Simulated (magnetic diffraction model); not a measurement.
# Solving a magnetic structure from powder neutron data: Tm₂ZnSe₄

Space group Fd-3m (no. 227, origin choice 1), a = 11.4340 Å.

| site | atom | x | y | z |
| --- | --- | --- | --- | --- |
| 16d | Tm | 1/8 | 5/8 | 1/8 |
| 32e | Se | 0.3758 | 0.8758 | 0.3758 |
| 8a | Zn | 1/2 | 0 | 1/2 |

This is a made-up structure (elements placed in a structure type, unrelaxed), so the numbers test the method and describe no known phase.

Only Tm is taken to order (form factors of Tm3+); orders and moment sizes are assumed, and not adapted to the symmetry. Radiation: neutrons of λ = 1.594 Å, 3° to 55°; isotropic B of 0.57 Å² (Tm), 0.74 Å² (Se) and 0.69 Å² (Zn). Simulated constant-wavelength pattern: nuclear and magnetic terms add, the magnetic one as |2.695 fm × Σ f S⊥ exp(2πi Q·r) exp(−B s²)|², summed over all Q at one angle with the factor 1/(sin²θ cos θ). For a modulated order the moment at position r is S exp(−2πi k·r) + c.c., with S = m/2 for a sine wave of amplitude m and S = m(u + iv)/2 for moments turning in a plane, u and v being orthogonal unit vectors in it; the phase factor of the sum at Q = H + k is then exp(2πi H·r). Free-ion form factors, Sears's scattering lengths of 1992, no absorption; a label names one of the reflections at its angle. The strongest nuclear line in the range is 100, and lines under 0.2 are left out.

Above the ordering temperature:

```
2θ (°)    index      I
 13.87  (1 1 1)    2.1
 22.74  (2 2 0)    4.8
 26.73  (3 1 1)   27.2
 27.95  (2 2 2)   20.7
 32.38  (4 0 0)   60.8
 35.38  (3 3 1)    1.5
 39.93  (4 2 2)    3.2
 42.47  (5 1 1)   14.1
 46.45  (4 4 0)  100.0
 48.71  (5 3 1)    1.1
 52.32  (6 2 0)    1.9
 54.40  (5 3 3)    7.1
```

Below it (cell unchanged):

```csv
2θ (°),I
13.14,11.0
13.87,2.1
14.68,13.2
16.08,5.8
17.37,2.4
21.80,4.4
22.74,4.8
22.78,2.7
23.72,3.9
25.50,3.8
26.35,4.2
26.73,27.2
27.18,6.5
27.95,20.7
27.98,3.2
28.76,2.2
31.00,0.7
32.38,60.8
32.41,1.2
33.77,0.6
34.43,3.1
35.08,2.9
35.38,1.5
35.72,2.2
36.35,4.7
36.97,1.1
37.59,1.6
38.79,1.3
39.38,1.8
39.93,3.2
40.53,1.7
41.10,2.5
41.66,0.9
42.22,1.4
42.47,14.1
42.77,1.3
```
(The table stops after 36 lines; 22 more lie at higher angle.)

**Question.** Check that the new lines index with k = (0 0 1/6), then choose among these models:
A. moments turning in the plane of [001] and [100], 4.1 μB on Tm; signs + at (1/8, 5/8, 1/8), + at (3/8, 7/8, 1/8), + at (3/8, 5/8, 3/8), − at (1/8, 7/8, 3/8)
B. a sine wave with moments along [100] (amplitudes given), 4.1 μB on Tm; signs + at (1/8, 5/8, 1/8), + at (3/8, 7/8, 1/8), + at (3/8, 5/8, 3/8), − at (1/8, 7/8, 3/8)
C. a sine wave with moments along [001] (amplitudes given), 4.1 μB on Tm; signs + at (1/8, 5/8, 1/8), + at (3/8, 7/8, 1/8), + at (3/8, 5/8, 3/8), − at (1/8, 7/8, 3/8)
D. moments turning in the plane of [100] and [010], 4.1 μB on Tm; signs + at (1/8, 5/8, 1/8), + at (3/8, 7/8, 1/8), + at (3/8, 5/8, 3/8), − at (1/8, 7/8, 3/8)

The new lines index as (-1 1 5/6) at 13.14°, (0 0 11/6) at 14.68°, (2 0 1/6) at 16.08° and (0 0 13/6) at 17.37°, that is as H ± k with k = (0 0 1/6), one of 3 inequivalent arms of its star (k and −k counted as one), which a powder can't tell apart. Satellites come in pairs about each point of the reciprocal lattice. Below the range, at 1.33°, lies the magnetic line (0 0 1/6) with 438.

Magnetic intensity, observed (below minus above) and for each model:

| 2θ (°) | index | observed | A | B | C | D |
| --- | --- | --- | --- | --- | --- | --- |
| 13.14 | (-1 1 5/6) | 11.0 | 12.0 | 5.5 | 6.5 | 11.0 |
| 14.68 | (0 0 11/6) | 13.2 | 10.7 | 6.6 | 4.1 | 13.2 |
| 16.08 | (2 0 1/6) | 5.8 | 8.6 | 2.9 | 5.7 | 5.8 |
| 25.50 | (1 -1 17/6) | 3.8 | 2.4 | 1.9 | 0.4 | 3.8 |
| 26.35 | (3 1 5/6) | 4.2 | 5.8 | 2.1 | 3.7 | 4.2 |
| 27.18 | (3 1 7/6) | 6.5 | 7.8 | 3.3 | 4.6 | 6.5 |
| 27.98 | (1 -1 19/6) | 3.2 | 1.9 | 1.6 | 0.3 | 3.2 |
| 36.35 | (4 2 1/6) | 4.7 | 5.2 | 2.4 | 2.8 | 4.7 |

Model D matches. Model B has the same shape and would fit too with moments 1.41 times as large, so only the size of the moment sets it apart.

The structure used: k = (0 0 1/6), moments turning in the plane of [100] and [010], 4.1 μB on Tm; signs + at (1/8, 5/8, 1/8), + at (3/8, 7/8, 1/8), + at (3/8, 5/8, 3/8), − at (1/8, 7/8, 3/8).

[Logs are printed without paths, hosts, clocks, repeated set-up lines and the standing remarks that a program may print on its own settings, such as how far it seeks lower states.]
